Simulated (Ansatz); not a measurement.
An input for Ansatz 0.2.0 (Li3OCl (Pm-3m)):

```yaml
crystal:
  lattice:
    - [15.633348, 0.0, 0.0]
    - [0.0, 7.816674, 0.0]
    - [0.0, 0.0, 7.816674]
  atoms:
    - { symbol: Li, position: [0.0, 0.25, 0.25] }
    - { symbol: Li, position: [0.125, 0.0, 0.25] }
    - { symbol: Li, position: [0.125, 0.25, 0.0] }
    - { symbol: Cl, position: [0.0, 0.0, 0.0] }
    - { symbol: O, position: [0.125, 0.25, 0.25] }
    - { symbol: Li, position: [0.0, 0.25, 0.75] }
    - { symbol: Li, position: [0.125, 0.0, 0.75] }
    - { symbol: Li, position: [0.125, 0.25, 0.5] }
    - { symbol: Cl, position: [0.0, 0.0, 0.5] }
    - { symbol: O, position: [0.125, 0.25, 0.75] }
    - { symbol: Li, position: [0.0, 0.75, 0.25] }
    - { symbol: Li, position: [0.125, 0.5, 0.25] }
    - { symbol: Li, position: [0.125, 0.75, 0.0] }
[... 61 atom lines left out ...]
    - { symbol: O, position: [0.875, 0.75, 0.25] }
    - { symbol: Li, position: [0.75, 0.75, 0.75] }
    - { symbol: Li, position: [0.875, 0.5, 0.75] }
    - { symbol: Li, position: [0.875, 0.75, 0.5] }
    - { symbol: Cl, position: [0.75, 0.5, 0.5] }
    - { symbol: O, position: [0.875, 0.75, 0.75] }
kpoints:
  mp_grid: { grid: [1, 2, 2] }
hamiltonian:
  xc: lda
scf:
  occupations: { method: fixed }
gw:
  n_empty_bands: 1008
  ecut_chi: 60.0
  qp_bands: [v1, c1]
  qp_kpoints: band_edges
  screening: { model: contour_deformation }
```

```sh
ansatz run input.yaml --threads 16 --pin off --max-ram 36864MiB --backend cpu --events-out ev --progress --plain --runs-dir out
```

How long will it take on 16 threads of Arm Neoverse V1, shared host, and how much memory?

It took 4.7 min; on shared hardware allow 2.3 min to 9.4 min. Peak host memory was 16 GiB. The sizes that set the cost: 18637 plane waves a state, 3 irreducible k points, 1184 bands summed, 983 plane waves in the screening and 7 SCF cycles.

The screening grows as filled bands × empty bands × pairs of k points, times the square of the screening basis for the matrix.

[Paths, hosts, dates, memory and timing lines, banners, echoed tables and standing remarks are left out of the program output.]

[Logs are printed without paths, hosts, clocks, repeated set-up lines and the standing remarks that a program may print on its own settings, such as how far it seeks lower states.]

[Runs of the session that timed out or met a known fault of the program may be left out.]

[Cells called generated may have been cut or substituted from an entry of the Crystallography Open Database or the Materials Project.]

[Hosts, paths, dates, database ids (printed as entryN), source tags and the programs' standing remarks are cut or masked in the printed files.]
